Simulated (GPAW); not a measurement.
## H/Cu(100): work function by functional and basis

Aim: the work function of both faces of H/Cu(100), and its spread over functionals and bases.

Program: GPAW 26.7.0. Level of theory: GPAW, PAW setups; slab in vacuum, relaxation, in the first sound run; inputs show where later runs differ. Results are calculated unless marked as measured.

Most raw output is cut from this account.

## Step 1: Set-up

The cell holds 5 atoms: 4 Cu and 1 H. Its edges and angles: a = 2.553 Å, b = 2.553 Å, c = 19.915 Å, α = 90.0°, β = 90.0°, γ = 90.0°. Vacuum lies along c.

## Step 2: Relaxing the atoms

Forces are removed first; all later runs use this geometry. The lowest 2 atoms are held at bulk positions and keep their forces.

The input, run.py:

```python
import json
import numpy as np
from ase import Atoms
from ase.constraints import FixAtoms
from ase.optimize import BFGS
from gpaw import GPAW, PW

slab = Atoms(
    ['Cu', 'Cu', 'Cu', 'Cu', 'H'],
    positions=[
        [1.27633, 1.27633, 7.00000],
        [0.00000, 0.00000, 8.80500],
        [1.27633, 1.27633, 10.61000],
        [0.00000, 0.00000, 12.41500],
        [1.27633, 1.27633, 12.91500]],
    cell=[[2.55266, 0.0, 0.0], [0.0, 2.55266, 0.0], [0.0, 0.0, 19.915]],
    pbc=[True, True, False])

slab.calc = GPAW(mode=PW(500), xc='PBE', kpts={'size': (12, 12, 1), 'gamma': True},
                 occupations={'name': 'fermi-dirac', 'width': 0.1}, nbands='160%',
                 convergence={'density': 1e-05}, maxiter=200,
                 poissonsolver={'dipolelayer': 'xy'},
                 symmetry={'tolerance': 1e-3, 'extra_ids': [1, 1, 0, 0, 0]}, txt='slab.txt')
result = {}
slab.set_constraint(FixAtoms([0, 1]))
path = []
opt = BFGS(slab, maxstep=0.2)
opt.attach(lambda: path.append((slab.get_potential_energy(), slab.positions.tolist(), slab.get_forces().tolist())))
result['relaxed'] = bool(opt.run(fmax=0.03, steps=40))
result['path'] = path
energy = slab.get_potential_energy()
fermi = slab.calc.get_fermi_level()
v = slab.calc.get_electrostatic_potential().mean((0, 1)) - fermi
n = slab.calc.get_pseudo_density().mean((0, 1))
L = slab.cell[2, 2]
z = np.arange(len(v)) * L / len(v)
low, high = slab.positions[:, 2].min(), slab.positions[:, 2].max()
below, above = np.interp([low - 4.8, high + 4.8], z, v)
slopes = [np.interp(x, z, np.gradient(v, z)) for x in (low - 4.8, high + 4.8)]
eps = np.array([[slab.calc.get_eigenvalues(k, s) for k in range(len(slab.calc.get_ibz_k_points()))]
                for s in range(slab.calc.get_number_of_spins())]) - fermi
top, bottom = eps[eps < 0].max(), eps[eps > 0].min()
dipole = slab.get_dipole_moment()[2]
print(f'energy {energy:.4f} eV, Fermi level {fermi:.4f} eV, dipole {dipole:.5f} e A')
print(f'potential 4.8 A off the faces, from the Fermi level: lower {below:.4f} eV, upper {above:.4f} eV')
print(f'slope of the potential there: lower {slopes[0]:.5f}, upper {slopes[1]:.5f} eV/A')
print(f'nearest levels on the mesh: {top:.4f} and {bottom:.4f} eV')
print('magnetic moment', round(slab.get_magnetic_moment(), 3))
result.update(energy=energy, fermi=fermi, dipole=dipole, below=below, above=above, slopes=slopes, edges=[top, bottom],
              z=z.tolist(), v=v.tolist(), n=n.tolist(), positions=slab.positions.tolist(),
              forces=slab.get_forces(apply_constraint=False).tolist(), moments=slab.get_magnetic_moments().tolist())
json.dump(result, open('result.json', 'w'))
```

The run is started by

```console
> OMP_NUM_THREADS=1 OPENBLAS_NUM_THREADS=1 python run.py
```

The job ended after 16 min (1 thread of Arm Neoverse V1, shared host; peak memory 0.23 GiB).

Relaxation path:

```
step  energy less that of the first step (eV)  largest force (eV/Å)
   1                                   0.0000                0.5543
   2                                  -0.0066                0.4928
   3                                  -0.0280                0.1524
   4                                  -0.0289                0.1390
   5                                  -0.0302                0.1800
   6                                  -0.0328                0.2050
   7                                  -0.0364                0.1730
   8                                  -0.0396                0.1412
   9                                  -0.0413                0.1383
  10                                  -0.0421                0.1275
  11                                  -0.0427                0.1146
  12                                  -0.0441                0.1210
  13                                  -0.0461                0.1128
  14                                  -0.0479                0.0630
  15                                  -0.0485                0.0227
```

The atoms that moved most (Å):

```csv
atom,dx,dy,dz,length
Cu4,0.000,0.000,0.201,0.201
H5,0.000,0.000,0.182,0.182
Cu3,0.000,0.000,0.028,0.028
```

The relaxed structure:

```xyz
5
Lattice="2.5527 0.0000 0.0000 0.0000 2.5527 0.0000 0.0000 0.0000 19.9150" Properties=species:S:1:pos:R:3
Cu    1.2763    1.2763    7.0000
Cu    0.0000    0.0000    8.8050
Cu    1.2763    1.2763   10.6383
Cu    0.0000    0.0000   12.6162
H     1.2763    1.2763   13.0972
```

Numbers from this step:

```yaml
dipole_along_the_normal: 0.006526 e·Å
levels_nearest_the_fermi_level_on_the_mesh: -0.01037, 0.004401 eV from the Fermi level
upper_work_function: 4.370 eV
lower_work_function: 4.548 eV
```

The electrostatic potential energy of an electron (without an applied field's), less the Fermi level, planar mean by z:

```csv
z (Å),"electrostatic potential energy of an electron (without an applied field's), less the Fermi level, planar mean (eV)"
0.0,4.46
0.5,4.55
1.0,4.55
1.5,4.55
2.0,4.55
2.5,4.55
3.0,4.55
3.5,4.54
4.0,4.53
4.5,4.49
5.0,4.33
5.5,3.77
6.0,1.73
6.5,-5.63
7.0,-15.8
7.5,-5.96
8.0,-1.91
8.5,-11.2
9.0,-13.8
9.5,-2.72
10.0,-3.47
10.5,-14.7
11.0,-9.49
11.5,-0.951
12.0,-4.05
12.5,-16.3
13.0,-12.6
13.5,-0.977
14.0,3.06
14.5,4.04
15.0,4.29
15.5,4.35
16.0,4.36
16.5,4.37
17.0,4.37
17.5,4.37
18.0,4.37
18.5,4.37
19.0,4.37
19.5,4.38
```

The pseudo valence density, planar mean by z:

```csv
z (Å),"pseudo valence density, planar mean (e/Å³)"
0.00,0
0.57,0
1.14,0
1.52,0
2.09,5.1e-6
2.66,1.9e-5
3.22,8.5e-5
3.79,3.6e-4
4.17,9.5e-4
4.74,0.00404
5.31,0.0173
5.88,0.0751
6.45,0.422
7.02,2.11
7.40,0.820
7.97,0.307
8.54,1.29
9.10,1.17
9.67,0.296
10.05,0.440
10.62,2.12
11.19,0.462
11.76,0.256
12.33,1.23
12.71,2.06
13.28,0.426
13.85,0.0879
14.41,0.0176
14.98,0.00355
15.55,7.5e-4
15.93,2.7e-4
16.50,6.1e-5
17.07,1.4e-5
17.64,3.1e-6
18.21,0
18.59,0
19.16,0
19.73,0
```

The relaxation lowered the energy of the cell by 0.0485 eV (energies extrapolated to zero smearing; the optimiser's log prints free energies). The largest force left on a free atom is 0.023 eV/Å.

## Step 3: Plane waves, PBE

The work function is the vacuum plateau of the electrostatic potential less the Fermi level; a dipole layer lets the two faces have plateaus of their own.

This step: GPAW, PAW setups; slab in vacuum (GPAW 26.7.0).

run.py, as its differences from that of step 2:

```diff
@@ -3,4 +3,2 @@
 from ase import Atoms
-from ase.constraints import FixAtoms
-from ase.optimize import BFGS
 from gpaw import GPAW, PW
@@ -12,5 +10,5 @@
         [0.00000, 0.00000, 8.80500],
-        [1.27633, 1.27633, 10.61000],
-        [0.00000, 0.00000, 12.41500],
-        [1.27633, 1.27633, 12.91500]],
+        [1.27633, 1.27633, 10.63826],
+        [-0.00000, 0.00000, 12.61620],
+        [1.27633, 1.27633, 13.09717]],
     cell=[[2.55266, 0.0, 0.0], [0.0, 2.55266, 0.0], [0.0, 0.0, 19.915]],
@@ -22,10 +20,4 @@
                  poissonsolver={'dipolelayer': 'xy'},
-                 symmetry={'tolerance': 1e-3, 'extra_ids': [1, 1, 0, 0, 0]}, txt='slab.txt')
+                 symmetry={'tolerance': 1e-3}, txt='slab.txt')
 result = {}
-slab.set_constraint(FixAtoms([0, 1]))
-path = []
-opt = BFGS(slab, maxstep=0.2)
-opt.attach(lambda: path.append((slab.get_potential_energy(), slab.positions.tolist(), slab.get_forces().tolist())))
-result['relaxed'] = bool(opt.run(fmax=0.03, steps=40))
-result['path'] = path
 energy = slab.get_potential_energy()
```

The job ended after 2.2 min (1 thread; peak memory 0.23 GiB).

This step gave:

| Item | Value |
| --- | --- |
| dipole along the normal | 0.006404 e·Å |
| levels nearest the Fermi level on the mesh | -0.01043, 0.004418 eV from the Fermi level |

The electrostatic potential energy of an electron (without an applied field's), less the Fermi level, planar mean oscillates, so the rows of the table below give means over windows of 1 Å about each position, cut where the curve ends. Its maxima inside the range that stand out by 2 % of the span (Å: eV): 7.9: -1.57, 9.8: -1.40, 11.6: -0.666. Its minima: 7.0: -15.8, 8.8: -16.1, 10.6: -16.0, 12.6: -17.6.

The electrostatic potential energy of an electron (without an applied field's), less the Fermi level, planar mean by z; means over each step:

z (Å), electrostatic potential energy of an electron (without an applied field's), less the Fermi level, planar mean (eV) and a bar from the least value:
```
        0        4.5 ##############################
        1        4.5 ##############################
        2        4.5 ##############################
        3        4.5 ##############################
        4        4.5 ##############################
        5        4.3 #############################
        6        0.9 #######################
        7      -11.7 
        8       -4.2 ##############
        9      -11.2 #
       10       -5.5 ############
       11       -9.1 #####
       12       -5.8 ###########
       13      -11.2 #
       14        2.6 ##########################
       15        4.3 #############################
       16        4.4 ##############################
       17        4.4 ##############################
       18        4.4 ##############################
       19        4.4 ##############################
```

The pseudo valence density, planar mean oscillates, so the rows of the table below give means over windows of 1.9 Å about each position, cut where the curve ends. Its maxima inside the range that stand out by 2 % of the span (Å: e/Å³): 7.0: 2.11, 8.7: 2.02, 10.6: 2.12, 12.7: 2.06. Its minima: 8.0: 0.307, 9.7: 0.296, 11.6: 0.241.

The pseudo valence density, planar mean by z; means over each step:

| z (Å) | pseudo valence density, planar mean (e/Å³) |
| --- | --- |
| 2.85 | 7.8e-5 |
| 4.75 | 0.00982 |
| 6.65 | 0.823 |
| 8.55 | 0.906 |
| 10.45 | 0.896 |
| 12.35 | 0.921 |
| 14.25 | 0.0783 |
| 16.15 | 3.9e-4 |
| 18.05 | 2.8e-6 |

The potential is flat to 4.1e-4 eV/Å where it is read, so the vacuum is wide enough.

## Step 4: Self-consistent run: xc = "RPBE"

The same geometry under RPBE, to see how far the functional moves the levels against the vacuum.

run.py, as its differences from that of step 3:

```diff
@@ -16,3 +16,3 @@
 
-slab.calc = GPAW(mode=PW(500), xc='PBE', kpts={'size': (12, 12, 1), 'gamma': True},
+slab.calc = GPAW(mode=PW(500), xc='RPBE', kpts={'size': (12, 12, 1), 'gamma': True},
                  occupations={'name': 'fermi-dirac', 'width': 0.1}, nbands='160%',
```

Wall time 1.8 min (1 thread); peak memory 0.23 GiB.

This step gave:

| Item | Value |
| --- | --- |
| dipole along the normal | 0.005621 e·Å |
| levels nearest the Fermi level on the mesh | -0.01515, 0.01242 eV from the Fermi level |
| upper work function | 4.215 eV |
| lower work function | 4.371 eV |

The electrostatic potential energy of an electron (without an applied field's), less the Fermi level, planar mean oscillates, so the rows of the table below give means over windows of 1 Å about each position, cut where the curve ends. Its maxima inside the range that stand out by 2 % of the span (Å: eV): 7.9: -1.74, 9.8: -1.57, 11.6: -0.832. Its minima: 7.0: -16.0, 8.8: -16.2, 10.6: -16.1, 12.6: -17.7.

Electrostatic potential energy of an electron (without an applied field's), less the Fermi level, planar mean against z; means over each step:

| z (Å) | electrostatic potential energy of an electron (without an applied field's), less the Fermi level, planar mean (eV) |
| --- | --- |
| 0 | 4.34 |
| 1 | 4.37 |
| 2 | 4.37 |
| 3 | 4.37 |
| 4 | 4.35 |
| 5 | 4.08 |
| 6 | 0.675 |
| 7 | -11.8 |
| 8 | -4.38 |
| 9 | -11.3 |
| 10 | -5.62 |
| 11 | -9.29 |
| 12 | -5.98 |
| 13 | -11.3 |
| 14 | 2.42 |
| 15 | 4.10 |
| 16 | 4.21 |
| 17 | 4.21 |
| 18 | 4.21 |
| 19 | 4.22 |

Pseudo valence density, planar mean against z:

| z (Å) | pseudo valence density, planar mean (e/Å³) |
| --- | --- |
| 0.00 | 0 |
| 0.57 | 0 |
| 1.14 | 0 |
| 1.52 | 0 |
| 2.09 | 6.1e-6 |
| 2.66 | 2.3e-5 |
| 3.22 | 9.7e-5 |
| 3.79 | 3.9e-4 |
| 4.17 | 1.0e-3 |
| 4.74 | 0.00403 |
| 5.31 | 0.0171 |
| 5.88 | 0.0748 |
| 6.45 | 0.421 |
| 7.02 | 2.12 |
| 7.40 | 0.820 |
| 7.97 | 0.306 |
| 8.54 | 1.29 |
| 9.10 | 1.17 |
| 9.67 | 0.295 |
| 10.05 | 0.439 |
| 10.62 | 2.12 |
| 11.19 | 0.461 |
| 11.76 | 0.255 |
| 12.33 | 1.23 |
| 12.71 | 2.07 |
| 13.28 | 0.426 |
| 13.85 | 0.0876 |
| 14.41 | 0.0172 |
| 14.98 | 0.00352 |
| 15.55 | 7.9e-4 |
| 15.93 | 2.9e-4 |
| 16.50 | 6.8e-5 |
| 17.07 | 1.6e-5 |
| 17.64 | 3.7e-6 |
| 18.21 | 0 |
| 18.59 | 0 |
| 19.16 | 0 |
| 19.73 | 0 |

Force by atom:

| atom | x (eV/Å) | y (eV/Å) | z (eV/Å) | size |
| --- | --- | --- | --- | --- |
| Cu1 | 0.000 | 0.000 | -0.177 | 0.177 |
| Cu2 | 0.000 | 0.000 | -0.031 | 0.031 |
| Cu3 | 0.000 | 0.000 | 0.014 | 0.014 |
| Cu4 | 0.000 | 0.000 | 0.146 | 0.146 |
| H5 | 0.000 | 0.000 | 0.048 | 0.048 |

The upper face's work function is 4.215 eV, against 4.370 eV in the first plane-wave PBE run at this geometry.

## Step 5: Self-consistent run: xc = "vdW-DF2"

The same geometry under vdW-DF2, to see how far the functional moves the levels against the vacuum (the van der Waals functionals take revPBE setups).

run.py, as its differences from that of step 4:

```diff
@@ -16,3 +16,3 @@
 
-slab.calc = GPAW(mode=PW(500), xc='RPBE', kpts={'size': (12, 12, 1), 'gamma': True},
+slab.calc = GPAW(mode=PW(500), xc='vdW-DF2', kpts={'size': (12, 12, 1), 'gamma': True},
                  occupations={'name': 'fermi-dirac', 'width': 0.1}, nbands='160%',
```

It took 2.1 min on 1 thread; peak memory 0.34 GiB.

Numbers from this step:

| Item | Value |
| --- | --- |
| dipole along the normal | 0.008344 e·Å |
| levels nearest the Fermi level on the mesh | -0.09622, 0.01909 eV from the Fermi level |
| upper work function | 4.666 eV |
| lower work function | 4.898 eV |

Table of electrostatic potential energy of an electron (without an applied field's), less the Fermi level, planar mean by z:

```csv
z (Å),"electrostatic potential energy of an electron (without an applied field's), less the Fermi level, planar mean (eV)"
0.0,4.78
0.5,4.90
1.0,4.90
1.5,4.90
2.0,4.90
2.5,4.90
3.0,4.90
3.5,4.89
4.0,4.87
4.5,4.82
5.0,4.62
5.5,3.99
6.0,1.86
6.5,-5.57
7.0,-15.8
7.5,-6.15
8.0,-2.18
8.5,-11.3
9.0,-13.9
9.5,-2.97
10.0,-3.69
10.5,-14.8
11.0,-9.62
11.5,-1.22
12.0,-4.26
12.5,-16.2
13.0,-12.4
13.5,-0.810
14.0,3.23
14.5,4.27
15.0,4.56
15.5,4.63
16.0,4.66
16.5,4.66
17.0,4.67
17.5,4.67
18.0,4.67
18.5,4.67
19.0,4.67
19.5,4.67
```

The upper face's work function is 4.666 eV, against 4.370 eV in the first plane-wave PBE run at this geometry.

## Step 6: Self-consistent run: xc = "revPBE"

The same geometry under revPBE, to see how far the functional moves the levels against the vacuum.

run.py, as its differences from that of step 5:

```diff
@@ -16,3 +16,3 @@
 
-slab.calc = GPAW(mode=PW(500), xc='vdW-DF2', kpts={'size': (12, 12, 1), 'gamma': True},
+slab.calc = GPAW(mode=PW(500), xc='revPBE', kpts={'size': (12, 12, 1), 'gamma': True},
                  occupations={'name': 'fermi-dirac', 'width': 0.1}, nbands='160%',
```

Wall time 1.8 min (1 thread); peak memory 0.23 GiB.

Numbers from this step:

* dipole along the normal: 0.005913 e·Å
* levels nearest the Fermi level on the mesh: -0.01437, 0.01023 eV from the Fermi level
* upper work function: 4.231 eV
* lower work function: 4.395 eV

Table of electrostatic potential energy of an electron (without an applied field's), less the Fermi level, planar mean by z:

```
z (Å)  electrostatic potential energy of an electron (without an applied field's), less the Fermi level, planar mean (eV)
  0.0                                                                                                                4.31
  0.5                                                                                                                4.40
  1.0                                                                                                                4.40
  1.5                                                                                                                4.40
  2.0                                                                                                                4.40
  2.5                                                                                                                4.40
  3.0                                                                                                                4.39
  3.5                                                                                                                4.39
  4.0                                                                                                                4.38
  4.5                                                                                                                4.33
  5.0                                                                                                                4.18
  5.5                                                                                                                3.62
  6.0                                                                                                                1.60
  6.5                                                                                                               -5.74
  7.0                                                                                                               -15.8
  7.5                                                                                                               -6.08
  8.0                                                                                                               -2.04
  8.5                                                                                                               -11.3
  9.0                                                                                                               -13.9
  9.5                                                                                                               -2.84
 10.0                                                                                                               -3.58
 10.5                                                                                                               -14.8
 11.0                                                                                                               -9.59
 11.5                                                                                                               -1.07
 12.0                                                                                                               -4.16
 12.5                                                                                                               -16.4
 13.0                                                                                                               -12.6
 13.5                                                                                                               -1.06
 14.0                                                                                                                2.94
 14.5                                                                                                                3.91
 15.0                                                                                                                4.15
 15.5                                                                                                                4.21
 16.0                                                                                                                4.22
 16.5                                                                                                                4.23
 17.0                                                                                                                4.23
 17.5                                                                                                                4.23
 18.0                                                                                                                4.23
 18.5                                                                                                                4.23
 19.0                                                                                                                4.23
 19.5                                                                                                                4.24
```

The upper face's work function is 4.231 eV, against 4.370 eV in the first plane-wave PBE run at this geometry.

(Part 1 of 2 ends here.)

[Logs are printed without paths, hosts, clocks, repeated set-up lines and the standing remarks that a program may print on its own settings, such as how far it seeks lower states.]

[Hosts, paths, dates, database ids (printed as entryN), source tags and the programs' standing remarks are cut or masked in the printed files.]
